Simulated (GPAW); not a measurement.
# Screening of a field by a 2-layer slab of Sr(111), part 2 of 2

How does a 2-layer slab of Sr(111) screen a perpendicular field?

GPAW 26.7.0; GPAW, PAW setups; slab in vacuum.

So far. Step 8 (In a field): The dipole is now 0.0781 e Å, against 7.1e-8 in the run without a field. Step 9 (Field on): The dipole is now 0.157 e Å, against 7.1e-8 in the run without a field.

## (10) Field on

File run.py:

```python
import json
import numpy as np
from ase import Atoms
from gpaw import GPAW, PW
from gpaw.external import ConstantElectricField

slab = Atoms(
    ['Sr', 'Sr'],
    positions=[
        [4.29921, 2.48215, 8.00000],
        [0.00000, 0.00000, 11.28826]],
    cell=[[4.29921, 0.0, 0.0], [2.1496, 3.72322, 0.0], [0.0, 0.0, 19.51029]],
    pbc=[True, True, False])

slab.calc = GPAW(mode=PW(400), xc='PBE', kpts={'size': (9, 9, 1), 'gamma': True},
                 occupations={'name': 'fermi-dirac', 'width': 0.1}, nbands='140%',
                 convergence={'density': 1e-05}, maxiter=200,
                 poissonsolver={'dipolelayer': 'xy'},
                 external=ConstantElectricField(0.3, [0, 0, 1]),
                 symmetry={'tolerance': 1e-3}, txt='slab.txt')
result = {}
energy = slab.get_potential_energy()
fermi = slab.calc.get_fermi_level()
v = slab.calc.get_electrostatic_potential().mean((0, 1)) - fermi
n = slab.calc.get_pseudo_density().mean((0, 1))
L = slab.cell[2, 2]
z = np.arange(len(v)) * L / len(v)
low, high = slab.positions[:, 2].min(), slab.positions[:, 2].max()
below, above = np.interp([low - 5.8, high + 5.8], z, v)
slopes = [np.interp(x, z, np.gradient(v, z)) for x in (low - 5.8, high + 5.8)]
eps = np.array([[slab.calc.get_eigenvalues(k, s) for k in range(len(slab.calc.get_ibz_k_points()))]
                for s in range(slab.calc.get_number_of_spins())]) - fermi
top, bottom = eps[eps < 0].max(), eps[eps > 0].min()
dipole = slab.get_dipole_moment()[2]
print(f'energy {energy:.4f} eV, Fermi level {fermi:.4f} eV, dipole {dipole:.5f} e A')
print(f'potential 5.8 A off the faces, from the Fermi level: lower {below:.4f} eV, upper {above:.4f} eV')
print(f'slope of the potential there: lower {slopes[0]:.5f}, upper {slopes[1]:.5f} eV/A')
print(f'nearest levels on the mesh: {top:.4f} and {bottom:.4f} eV')
print('magnetic moment', round(slab.get_magnetic_moment(), 3))
result.update(energy=energy, fermi=fermi, dipole=dipole, below=below, above=above, slopes=slopes, edges=[top, bottom],
              z=z.tolist(), v=v.tolist(), n=n.tolist(), positions=slab.positions.tolist(),
              forces=slab.get_forces(apply_constraint=False).tolist(), moments=slab.get_magnetic_moments().tolist())
json.dump(result, open('result.json', 'w'))
```

The run is started by

```
> OMP_NUM_THREADS=1 OPENBLAS_NUM_THREADS=1 python run.py
```

Log:

```text
energy -2.7093 eV, Fermi level -0.3498 eV, dipole 0.23618 e A
potential 5.8 A off the faces, from the Fermi level: lower 4.0314 eV, upper 1.3644 eV
slope of the potential there: lower -0.00571, upper 0.00070 eV/A
nearest levels on the mesh: -0.0552 and 0.0052 eV
magnetic moment 0.0
```

The job ended after 31 s (1 thread of Intel Xeon Platinum 8488C (Sapphire Rapids), shared host; peak memory 0.27 GiB).

Table of electrostatic potential energy of an electron (without an applied field's), less the Fermi level, planar mean by z:

z (Å), electrostatic potential energy of an electron (without an applied field's), less the Fermi level, planar mean (eV) and a bar from the least value:
```
      0.0        2.7 ############################
      0.5        4.0 ##############################
      1.0        4.0 ##############################
      1.5        4.0 ##############################
      2.0        4.0 ##############################
      2.5        4.0 ##############################
      3.0        4.0 ##############################
      3.5        4.0 ##############################
      4.0        4.0 ##############################
      4.5        3.9 ##############################
      5.0        3.8 ##############################
      5.5        3.6 #############################
      6.0        3.0 ############################
      6.5        1.9 ##########################
      7.0       -0.4 ######################
      7.5       -6.1 ###########
      8.0      -12.2 
      8.5       -6.0 ###########
      9.0       -0.4 ######################
      9.5        1.2 #########################
     10.0        0.6 ########################
     10.5       -2.6 ##################
     11.0      -10.4 ###
     11.5      -11.8 #
     12.0       -4.5 ##############
     12.5       -1.0 #####################
     13.0        0.4 #######################
     13.5        1.0 ########################
     14.0        1.2 #########################
     14.5        1.3 #########################
     15.0        1.3 #########################
     15.5        1.4 #########################
     16.0        1.4 #########################
     16.5        1.4 #########################
     17.0        1.4 #########################
     17.5        1.4 #########################
     18.0        1.4 #########################
     18.5        1.4 #########################
     19.0        1.4 #########################
```

The dipole is now 0.236 e Å, against 7.1e-8 in the run without a field.

## (11) The series

The members are put on one axis.

This step: induced dipole against applied field (GPAW 26.7.0).

Table of dipole along the normal by field:

```csv
field (V/Å),dipole along the normal (e·Å)
-0.200,-0.157
-0.100,-0.0781
-0.050,-0.0390
0.000,0
0.050,0.0390
0.100,0.0781
0.200,0.157
0.300,0.236
```

## (12) Summary of results

```yaml
work_function_both_faces: 2.60 eV
dipole_along_the_normal: 7.1e-8 e Å, near the numerical noise
induced_dipole_per_field: 0.785 e Å per V/Å
out_of_plane_polarisability_per_area_alpha_eps_0_a: 8.87 Å
```

In words: The field induces 0.785 e Å per V/Å, a polarisable thickness α/(ε0 A) of 8.87 Å beside 3.29 Å between the outermost nuclei. A perfect conductor would give the distance between its two image planes; a dielectric of thickness t gives t(1 - 1/ε). The induced dipole is linear in the field over this range. The slab is only 3.3 Å thick between its outer nuclei, so the values belong to this film more than to the surface of the bulk metal. The in-plane lattice was kept as typed, which isn't the functional's own and leaves some strain; spin-orbit coupling and temperature are left out.

[Logs are printed without paths, hosts, clocks, repeated set-up lines and the standing remarks that a program may print on its own settings, such as how far it seeks lower states.]

[Hosts, paths, dates, database ids (printed as entryN), source tags and the programs' standing remarks are cut or masked in the printed files.]
